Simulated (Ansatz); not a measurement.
# K3Ag3SbAs: complex band structure

Aim: relax a made-up compound, K3Ag3SbAs, and see how good a tunnel barrier it would be. It is built by putting Sb for part of the As in the K3Ag3As2 structure of space group R-3m, with the volume rescaled by atomic radii. The parent structure comes from the Materials Project.

Main program and level: Ansatz 0.2.0; PBE DFT, plane waves, PAW files, in the first sound run; inputs show where later runs differ.

The structure was built from a prototype and need not be the compound's stable phase.

## Step 1: The structure

The structure is trigonal, space group R3m (No. 160). The conventional cell has a = 6.036 Å, b = 6.036 Å, c = 21.598 Å, α = 90.00°, β = 90.00°, γ = 120.00°. Nearest to K lie 1 Sb at 3.34 Å and 3 As at 3.49 Å and 6 Ag at 3.60 Å and 3 K at 3.85 Å. Nearest to K lie 1 As at 3.34 Å and 3 Sb at 3.49 Å and 6 Ag at 3.60 Å and 3 K at 3.85 Å. K has 6 K at 3.85 Å and 3 As at 3.88 Å and 3 Sb at 3.88 Å and 6 Ag at 4.00 Å nearest. Nearest to Ag lie 1 Sb at 2.58 Å and 1 As at 2.58 Å and 4 Ag at 3.02 Å and 6 K at 3.60 to 4.00 Å. Nearest to As lie 3 Ag at 2.58 Å and 7 K at 3.34 to 3.88 Å. Nearest to Sb lie 3 Ag at 2.58 Å and 7 K at 3.34 to 3.88 Å. It derives from K3Ag3As2. Sb for part of the As in the K3Ag3As2 structure of space group R-3m. Farther neighbours are not listed.

## Step 2: Cell and atoms at rest

The substituted atoms don't fit the parent's cell, so cell and atoms relax together. A small smearing keeps the run stable in case the gap closes on the way.

Contents of input.yaml:

```yaml
crystal:
  lattice:
    - [3.0179188896, 1.7423962833, 7.1994911147]
    - [-3.0179188896, 1.7423962833, 7.1994911147]
    - [0.0, -3.4847925666, 7.1994911147]
  atoms:
    - { symbol: K, position: [0.09104626, 0.09104626, 0.09104626] }
    - { symbol: K, position: [0.90895374, 0.90895374, 0.90895374] }
    - { symbol: K, position: [0.5, 0.5, 0.5] }
    - { symbol: Ag, position: [0.5, 0.0, 0.5] }
    - { symbol: Ag, position: [0.5, 0.5, 0.0] }
    - { symbol: Ag, position: [0.0, 0.5, 0.5] }
    - { symbol: As, position: [0.75453442, 0.75453442, 0.75453442] }
    - { symbol: Sb, position: [0.24546558, 0.24546558, 0.24546558] }
kpoints:
  mp_grid: { grid: [4, 4, 4] }
scf:
  occupations: { method: gaussian, width: 0.03 }
hamiltonian:
  xc: pbe
output:
  forces: true
  stress: true
relax:
  f_tol: 0.02
  max_steps: 60
  cell: {}
```

Run with:

```sh
$ ansatz run input.yaml --threads 2 --pin off --max-ram 4096MiB --backend cpu --events-out ev --progress --plain --runs-dir out
```

Numbers of over 12 decimals in the logs are rounded to 6 here.

Log:

```text
Engine: ansatz 0.2.0, aarch64-unknown-linux-gnu
Pseudopotentials: kind: paw
Pseudopotential: K, paw, valence charge 9, recommended cutoff 420 eV (normal), K.paw.azcp
Pseudopotential: Ag, paw, valence charge 19, recommended cutoff 420 eV (normal), Ag.paw.azcp
Pseudopotential: As, paw, valence charge 15, recommended cutoff 420 eV (normal), As.paw.azcp
Pseudopotential: Sb, paw, valence charge 15, recommended cutoff 420 eV (normal), Sb.paw.azcp
Functional definition: PBE
  parameter kappa = 0.804
  parameter beta = 0.066725
  exchange = pbe_x(kappa = kappa, mu = beta*pi^2/3)
  correlation = pbe_c(beta = beta)
Crystal: 8 atoms, lattice volume = 227.147 Å³
Basis set: ecut = 420 eV, 4471 PW (Γ), exchange–correlation on 108×108×108 points (8 copies of the dense FFT grid, shifted against one another)
Bands: 69, of which v1, the nominal top of the filled ones, is band 57 counted from 1 (56 counted from 0)
Symmetry: 6 space group operations
Space group: R3m (ITA 160), of the structure as read, at distance tolerance 6.1e-5 Å
k-points: 13 of 64 (time reversal used)
Non-local potential: K, projectors of the file, l = 0: 3, l = 1: 2, l = 2: 2
Non-local potential: Ag, projectors of the file, l = 0: 3, l = 1: 2, l = 2: 2, l = 3: 1
Non-local potential: As, projectors of the file, l = 0: 2, l = 1: 2, l = 2: 3, l = 3: 1
Non-local potential: Sb, projectors of the file, l = 0: 2, l = 1: 2, l = 2: 2, l = 3: 2
PAW form: soft (Blöchl's): semilocal exchange-correlation on the pseudo side does not see the compensation charge
PAW one-centre angular grid: K, 110 points (default); XC on 64 Gauss nodes
PAW one-centre angular grid: Ag, 590 points (default); XC on 64 Gauss nodes
PAW one-centre angular grid: As, 590 points (default); XC on 64 Gauss nodes
PAW one-centre angular grid: Sb, 590 points (default); XC on 64 Gauss nodes
Initial density: superposition of atomic densities (neutral atoms: chi_scale 0, normalization atom), corrected by the library's trained network
Initial wavefunctions: pseudopotential atomic-orbital guess
Functional: x = pbe(κ = 0.804, μ = 0.219515), c = pbe(β = 0.066725)
SCF iter   1: F=—  HF=-38728.249844 eV  |F-HF|=—  |Δ(HF+E_count)|=         —  Δρ=1.06e-3  dr2=3.17e-3  ethr=1.77e-3  ⟨swp⟩=7.1  Hψ=3620  notcnv=0  defer=13
preconditioner: auto → Resta (q_TF=auto, 2.432 Å⁻¹)  ε∞=4.3  [insulator: Δε(μ)=1.195 eV  Ē_g=10.800 eV  σ=0.030 eV  W_gap=1.00  n_scr=58 (ndim 8)  ℏωp=19.7 eV  f_vac=0.079  D(μ)=0.00/eV (n_scr^D=0)  ε∞_Penn≈4.3]
SCF iter   2: F=—  HF=-38728.251135 eV  |F-HF|=—  |Δ(HF+E_count)|=   1.29e-3  Δρ=5.24e-4  dr2=6.13e-4  ethr=2.78e-6  ⟨swp⟩=3.1  Hψ=1730  notcnv=0  defer=63
SCF iter   3: F=—  HF=-38728.251210 eV  |F-HF|=—  |Δ(HF+E_count)|=   7.45e-5  Δρ=2.18e-4  dr2=1.16e-4  ethr=5.37e-7  ⟨swp⟩=2.0  Hψ=1389  notcnv=0  defer=63
SCF iter   4: F=—  HF=-38728.251236 eV  |F-HF|=—  |Δ(HF+E_count)|=   2.61e-5  Δρ=6.08e-5  dr2=1.46e-5  ethr=1.02e-7  ⟨swp⟩=2.0  Hψ=1376  notcnv=0  defer=63
SCF iter   5: F=—  HF=-38728.251201 eV  |F-HF|=—  |Δ(HF+E_count)|=   3.46e-5  Δρ=2.70e-5  dr2=2.51e-6  ethr=1.28e-8  ⟨swp⟩=2.0  Hψ=1389  notcnv=0  defer=63
SCF iter   6: F=—  HF=-38728.251201 eV  |F-HF|=—  |Δ(HF+E_count)|=   8.47e-8  Δρ=9.29e-6  dr2=3.03e-7  ethr=2.20e-9  ⟨swp⟩=2.0  Hψ=1389  notcnv=0  defer=63
SCF iter   7: F=-38728.251201 eV  HF=-38728.251201 eV  |F-HF|=8.00e-10  |Δ(HF+E_count)|=   5.75e-8  Δρ=2.37e-6  dr2=2.00e-8  ethr=8.77e-11  ⟨swp⟩=4.0  Hψ=2847  notcnv=0
SCF 1 converged in 7 iterations: F = -38728.251201 eV  dr2 = 2.00e-8
  greatest PAW one-centre occupation: 1.000 electrons in one spin orbital (limit 2), on the Ag atom at site 5 (counted from 0), in its partial waves of l = 0
relax step   1: F+E_penalty+E_count = -38728.25120103 eV  Δ(F+E_penalty+E_count) = +0.000e0 eV  max|allowed force component| = 1.897e0 eV/Å  Δτ_max = 0.0000 Å  P = +3.208 GPa  Ω = 227.147 Å³  (7 SCF iters, dr2 threshold 1.00e-7 eV, accepted)
Crystal: 8 atoms, lattice volume = 240.884 Å³
Basis set: ecut = 420 eV, 4711 PW (Γ), exchange–correlation on 108×108×108 points (8 copies of the dense FFT grid, shifted against one another)
Initial density: handed on by an earlier stage of this run
Initial wavefunctions: those handed on with the density
iter 1 solved again at ethr=3.07e-4 eV; its pass at ethr=3.10e-3 eV (dr2=3.50e-1 eV) is discarded
SCF iter   1: F=—  HF=-38728.569233 eV  |F-HF|=—  |Δ(HF+E_count)|=         —  Δρ=8.03e-3  dr2=3.62e-1  ethr=3.07e-4  ⟨swp⟩=3.1  Hψ=4159  notcnv=0
preconditioner: auto → Resta (q_TF=auto, 2.408 Å⁻¹)  ε∞=4.2  [insulator: Δε(μ)=1.221 eV  Ē_g=10.681 eV  σ=0.030 eV  W_gap=1.00  n_scr=58 (ndim 8)  ℏωp=19.1 eV  f_vac=0.094  D(μ)=0.00/eV (n_scr^D=0)  ε∞_Penn≈4.2]
SCF iter   2: F=—  HF=-38728.495010 eV  |F-HF|=—  |Δ(HF+E_count)|=   7.42e-2  Δρ=3.49e-3  dr2=2.11e-2  ethr=3.07e-4  ⟨swp⟩=3.4  Hψ=1457  notcnv=0
SCF iter   3: F=—  HF=-38728.490854 eV  |F-HF|=—  |Δ(HF+E_count)|=   4.16e-3  Δρ=1.42e-3  dr2=3.34e-3  ethr=1.85e-5  ⟨swp⟩=2.0  Hψ=1370  notcnv=0  defer=37
SCF iter   4: F=—  HF=-38728.490598 eV  |F-HF|=—  |Δ(HF+E_count)|=   2.56e-4  Δρ=4.34e-4  dr2=3.64e-4  ethr=2.93e-6  ⟨swp⟩=2.0  Hψ=1396  notcnv=0  defer=37
SCF iter   5: F=—  HF=-38728.490611 eV  |F-HF|=—  |Δ(HF+E_count)|=   1.32e-5  Δρ=9.73e-5  dr2=4.21e-5  ethr=3.20e-7  ⟨swp⟩=2.0  Hψ=1396  notcnv=0  defer=37
SCF iter   6: F=—  HF=-38728.490605 eV  |F-HF|=—  |Δ(HF+E_count)|=   6.10e-6  Δρ=4.75e-5  dr2=8.03e-6  ethr=3.69e-8  ⟨swp⟩=2.0  Hψ=1396  notcnv=0  defer=37
SCF iter   7: F=—  HF=-38728.490608 eV  |F-HF|=—  |Δ(HF+E_count)|=   3.43e-6  Δρ=1.50e-5  dr2=9.60e-7  ethr=7.05e-9  ⟨swp⟩=2.8  Hψ=1210  notcnv=0  defer=37
SCF iter   8: F=-38728.490609 eV  HF=-38728.490609 eV  |F-HF|=1.12e-8  |Δ(HF+E_count)|=   5.29e-7  Δρ=4.09e-6  dr2=6.64e-8  ethr=7.02e-10  ⟨swp⟩=4.0  Hψ=2732  notcnv=0
SCF 2 converged in 8 iterations: F = -38728.490609 eV  dr2 = 6.64e-8
  greatest PAW one-centre occupation: 1.000 electrons in one spin orbital (limit 2), on the Ag atom at site 3 (counted from 0), in its partial waves of l = 0
relax step   2: F+E_penalty+E_count = -38728.49060865 eV  Δ(F+E_penalty+E_count) = -2.394e-1 eV  max|allowed force component| = 6.012e-1 eV/Å  Δτ_max = 0.1046 Å  P = -0.066 GPa  Ω = 240.884 Å³  energy of the carried Pulay correction = -2.197e-3 eV  (8 SCF iters, dr2 threshold 8.00e-7 eV, accepted)
Crystal: 8 atoms, lattice volume = 242.840 Å³
Basis set: ecut = 420 eV, 4735 PW (Γ), exchange–correlation on 108×108×108 points (8 copies of the dense FFT grid, shifted against one another)
iter 1 solved again at ethr=8.57e-6 eV; its pass at ethr=3.10e-3 eV (dr2=9.77e-3 eV) is discarded
SCF iter   1: F=—  HF=-38728.531086 eV  |F-HF|=—  |Δ(HF+E_count)|=         —  Δρ=2.12e-3  dr2=9.88e-3  ethr=8.57e-6  ⟨swp⟩=3.0  Hψ=4159  notcnv=0
preconditioner: auto → Resta (q_TF=auto, 2.405 Å⁻¹)  ε∞=4.3  [insulator: Δε(μ)=1.268 eV  Ē_g=10.567 eV  σ=0.030 eV  W_gap=1.00  n_scr=58 (ndim 8)  ℏωp=19.1 eV  f_vac=0.096  D(μ)=0.00/eV (n_scr^D=0)  ε∞_Penn≈4.3]
SCF iter   2: F=—  HF=-38728.528834 eV  |F-HF|=—  |Δ(HF+E_count)|=   2.25e-3  Δρ=1.07e-3  dr2=1.98e-3  ethr=8.57e-6  ⟨swp⟩=2.1  Hψ=1180  notcnv=0
SCF iter   3: F=—  HF=-38728.528349 eV  |F-HF|=—  |Δ(HF+E_count)|=   4.85e-4  Δρ=2.28e-4  dr2=1.70e-4  ethr=1.74e-6  ⟨swp⟩=2.0  Hψ=1482  notcnv=0
SCF iter   4: F=—  HF=-38728.528263 eV  |F-HF|=—  |Δ(HF+E_count)|=   8.60e-5  Δρ=8.09e-5  dr2=2.28e-5  ethr=1.49e-7  ⟨swp⟩=2.0  Hψ=1482  notcnv=0
SCF iter   5: F=—  HF=-38728.528256 eV  |F-HF|=—  |Δ(HF+E_count)|=   6.91e-6  Δρ=2.97e-5  dr2=2.53e-6  ethr=2.00e-8  ⟨swp⟩=2.0  Hψ=1482  notcnv=0
SCF iter   6: F=-38728.528257 eV  HF=-38728.528257 eV  |F-HF|=1.96e-7  |Δ(HF+E_count)|=   9.53e-7  Δρ=1.19e-5  dr2=4.30e-7  ethr=7.02e-10  ⟨swp⟩=4.8  Hψ=3209  notcnv=0
SCF 3 converged in 6 iterations: F = -38728.528257 eV  dr2 = 4.30e-7
relax step   3: F+E_penalty+E_count = -38728.52825700 eV  Δ(F+E_penalty+E_count) = -3.765e-2 eV  max|allowed force component| = 1.747e-1 eV/Å  Δτ_max = 0.0453 Å  P = +0.008 GPa  Ω = 242.840 Å³  energy of the carried Pulay correction = -2.500e-3 eV  (6 SCF iters, dr2 threshold 8.00e-7 eV, accepted)
[...]
relax step   4: F+E_penalty+E_count = -38728.53297473 eV  Δ(F+E_penalty+E_count) = -4.718e-3 eV  max|allowed force component| = 1.898e-2 eV/Å  Δτ_max = 0.0223 Å  P = +0.047 GPa  Ω = 244.097 Å³  energy of the carried Pulay correction = -2.693e-3 eV  (6 SCF iters, dr2 threshold 8.00e-7 eV, accepted)
[...]
relax step   5: F+E_penalty+E_count = -38728.53336731 eV  Δ(F+E_penalty+E_count) = -3.926e-4 eV  max|allowed force component| = 8.629e-3 eV/Å  Δτ_max = 0.0264 Å  P = +0.016 GPa  Ω = 244.320 Å³  energy of the carried Pulay correction = -2.727e-3 eV  (7 SCF iters, dr2 threshold 7.47e-9 eV, accepted)
Basis set: ecut = 420 eV, 4789 PW (Γ), exchange–correlation on 120×120×120 points (8 copies of the dense FFT grid, shifted against one another)
Initial wavefunctions: pseudopotential atomic-orbital guess (no wavefunctions were taken with the density)
iter 1 solved again at ethr=3.01e-7 eV; its pass at ethr=3.10e-3 eV (dr2=3.43e-4 eV) is discarded
SCF iter   1: F=—  HF=-38728.535302 eV  |F-HF|=—  |Δ(HF+E_count)|=         —  Δρ=1.21e-4  dr2=4.91e-6  ethr=3.01e-7  ⟨swp⟩=3.2  Hψ=5892  notcnv=0
preconditioner: auto → Resta (q_TF=auto, 2.403 Å⁻¹)  ε∞=4.2  [insulator: Δε(μ)=1.280 eV  Ē_g=10.552 eV  σ=0.030 eV  W_gap=1.00  n_scr=58 (ndim 8)  ℏωp=19.0 eV  f_vac=0.100  D(μ)=0.00/eV (n_scr^D=0)  ε∞_Penn≈4.2]
SCF iter   2: F=—  HF=-38728.535506 eV  |F-HF|=—  |Δ(HF+E_count)|=   2.04e-4  Δρ=5.87e-5  dr2=1.33e-6  ethr=4.31e-9  ⟨swp⟩=2.0  Hψ=1638  notcnv=0
SCF iter   3: F=—  HF=-38728.535570 eV  |F-HF|=—  |Δ(HF+E_count)|=   6.39e-5  Δρ=2.02e-5  dr2=1.55e-7  ethr=1.16e-9  ⟨swp⟩=2.0  Hψ=1186  notcnv=0
SCF iter   4: F=—  HF=-38728.535577 eV  |F-HF|=—  |Δ(HF+E_count)|=   6.90e-6  Δρ=1.90e-6  dr2=3.88e-9  ethr=1.36e-10  ⟨swp⟩=2.0  Hψ=1638  notcnv=0
SCF iter   5: F=—  HF=-38728.535577 eV  |F-HF|=—  |Δ(HF+E_count)|=   2.20e-8  Δρ=4.62e-7  dr2=7.70e-10  ethr=3.41e-12  ⟨swp⟩=2.0  Hψ=1482  notcnv=0
SCF iter   6: F=—  HF=-38728.535577 eV  |F-HF|=—  |Δ(HF+E_count)|=  2.91e-11  Δρ=1.59e-7  dr2=9.52e-11  ethr=1.00e-12  ⟨swp⟩=2.0  Hψ=1482  notcnv=0
SCF iter   7: F=-38728.535577 eV  HF=-38728.535577 eV  |F-HF|=2.18e-11  |Δ(HF+E_count)|=  1.46e-11  Δρ=5.11e-8  dr2=1.16e-11  ethr=1.00e-12  ⟨swp⟩=4.0  Hψ=2722  notcnv=0
SCF 6 converged in 7 iterations: F = -38728.535577 eV  dr2 = 1.16e-11
relax step   6: F+E_penalty+E_count = -38728.53557677 eV  Δ(F+E_penalty+E_count) = -2.209e-3 eV  max|allowed force component| = 8.618e-3 eV/Å  Δτ_max = 0.0000 Å  P = +0.007 GPa  Ω = 244.320 Å³  stress off target by 1.41e-2 GPa  SCF on the basis re-selected at this cell (its energy is not comparable with the rows above)  (7 SCF iters)
basis re-selected at this cell: Δ(F+E_penalty+E_count) = -2.209e-3 eV, ΔP = -0.009 GPa vs the last step (what re-selecting the basis moved, of the pressure what is left beyond the Pulay correction that the steps carried, after the strain that the cell walked since its last selection, with what the two solves' SCF thresholds leave and, on support functions, any second-order correction that the steps lacked; it is no measure of the basis error at this ecutwfc). The dense FFT grid was sized anew with the basis: this SCF ran on 60×60×60 points, the steps before it on 54×54×54, so part of this shift can come from that change (see relax.cell in the input reference). [rest of the remark cut]
SCF converged after 7 iterations
Free energy (F): -38728.535577 eV
Harris-Foulkes:  -38728.535577 eV  (|F-HF|=2.18e-11)
Internal energy: -38728.535577 eV  (E = F + TS)
E sigma→0 (E₀):  -38728.535577 eV
Fermi energy:    7.374053 eV
--- Per-component energies (eV) ---
  E_band       = -1974.805428
  E_kinetic    = 2654.229408
  E_local      = -18404.862923  (includes V_loc(G=0)·N_el)
  E_nonlocal   = -29.467432
  E_hartree    = 8383.492434
  E_xc         = -1176.710706
  E_vxc        = -1373.325207  (∫ρ·V_xc dr)
  E_paw        = -20464.471033  (= ΣΔE_a)
  E_vpaw       = -1588.365031  (= ΣTr[D̂ρ^β])
  E_aug_tail   = 0.000930  (compensation charges beyond the density's cutoff)
  E_ewald      = -9690.746255
  E_smearing   = -0.000000  (= −TS)
  E_closure    = -0.000000  (closes the sum)
  Σ components = -38728.535577   (vs F -38728.535577, Δ=0.00e0)
--- Forces (eV/Å), atoms counted from 1 ---
  atom   1  K      0.00000000    -0.00000000     0.00861740
  atom   2  K     -0.00000000     0.00000000     0.00182716
  atom   3  K     -0.00000000    -0.00000000    -0.00218734
  atom   4  Ag    -0.00132438     0.00076463    -0.00432566
  atom   5  Ag    -0.00000000    -0.00152926    -0.00432566
  atom   6  Ag     0.00132438     0.00076463    -0.00432566
  atom   7  As    -0.00000000     0.00000000     0.00401873
  atom   8  Sb     0.00000000    -0.00000000     0.00069966
  max |Σ_I F_I| component: 1.38e-6 eV/Å
--- Stress (GPa, compression-positive) ---
        0.014076       0.000000       0.000000
        0.000000       0.014076      -0.000000
        0.000000      -0.000000      -0.007647
  P = ⅓ Tr σ = 0.0068 GPa (0.068 kbar)
--- Relaxed structure (5 steps of the walk, 5 accepted, 1 SCFs on fresh bases) ---
  F+E_penalty+E_count = -38728.53557677 eV   max|allowed force component| = 8.618e-3 eV/Å   (the final SCF, on the basis selected at the relaxed cell)
  cell:  # Å, volume = 244.3203 Å³
    - [3.091257, 1.784738, 7.380721]
    - [-3.091257, 1.784738, 7.380721]
    - [0, -3.569476, 7.380721]
  atoms:
    - { symbol: K, position: [0.086079, 0.086079, 0.086079] }
    - { symbol: K, position: [0.907850, 0.907850, 0.907850] }
    - { symbol: K, position: [0.497212, 0.497212, 0.497212] }
    - { symbol: Ag, position: [0.505301, -0.000561569, 0.505301] }
    - { symbol: Ag, position: [0.505301, 0.505301, -0.000561569] }
    - { symbol: Ag, position: [-0.000561569, 0.505301, 0.505301] }
    - { symbol: As, position: [0.754844, 0.754844, 0.754844] }
    - { symbol: Sb, position: [0.243975, 0.243975, 0.243975] }
```

Wall time 42 s (2 threads of Arm Neoverse V2, shared host); peak memory 0.68 GiB; 82 s of CPU time.

The steps of the relaxation:

| step | energy less that of the first step (eV) | largest force component (eV/Å) | pressure (GPa) | volume (Å³) |
| --- | --- | --- | --- | --- |
| 1 | 0.0000 | 1.8968 | 3.21 | 227.15 |
| 2 | -0.2394 | 0.6012 | -0.07 | 240.88 |
| 3 | -0.2771 | 0.1747 | 0.01 | 242.84 |
| 4 | -0.2818 | 0.0190 | 0.05 | 244.10 |
| 5 | -0.2822 | 0.0086 | 0.02 | 244.32 |
| 6* | -0.2844 | 0.0086 | 0.01 | 244.32 |

Relaxation steps marked * repeat the geometry before them on a plane-wave basis chosen anew for their cell, so energy and pressure can jump there.

The run keeps the 6 symmetry operations that it works with, so distortions that break them were not tested.

| conventional cell, symmetrised | before | after | change |
| --- | --- | --- | --- |
| a (Å) | 6.036 | 6.183 | +2.4 % |
| b (Å) | 6.036 | 6.183 | +2.4 % |
| c (Å) | 21.598 | 22.142 | +2.5 % |
| volume (Å³/atom) | 28.39 | 30.54 | +7.6 % |

The atoms that moved most (Å, as changes of fractional coordinates times the final cell):

| atom | dx | dy | dz | length |
| --- | --- | --- | --- | --- |
| K1 | 0.000 | 0.000 | -0.110 | 0.110 |
| Ag4 | 0.018 | -0.010 | 0.074 | 0.077 |
| Ag5 | 0.000 | 0.021 | 0.074 | 0.077 |
| Ag6 | -0.018 | -0.010 | 0.074 | 0.077 |
| K3 | 0.000 | 0.000 | -0.062 | 0.062 |
| Sb8 | 0.000 | 0.000 | -0.033 | 0.033 |
| K2 | 0.000 | 0.000 | -0.024 | 0.024 |
| As7 | 0.000 | 0.000 | 0.007 | 0.007 |

Numbers from this step:

```
free energy  : -38728.5356 eV
Fermi energy : 7.374 eV
pressure     : 0.006835 GPa
```

The largest force component on a free atom ends at 0.0086 eV/Å.

[end of part 1 of 3]

[Logs are printed without paths, hosts, clocks, repeated set-up lines and the standing remarks that a program may print on its own settings, such as how far it seeks lower states.]

[Hosts, paths, dates, database ids (printed as entryN), source tags and the programs' standing remarks are cut or masked in the printed files.]
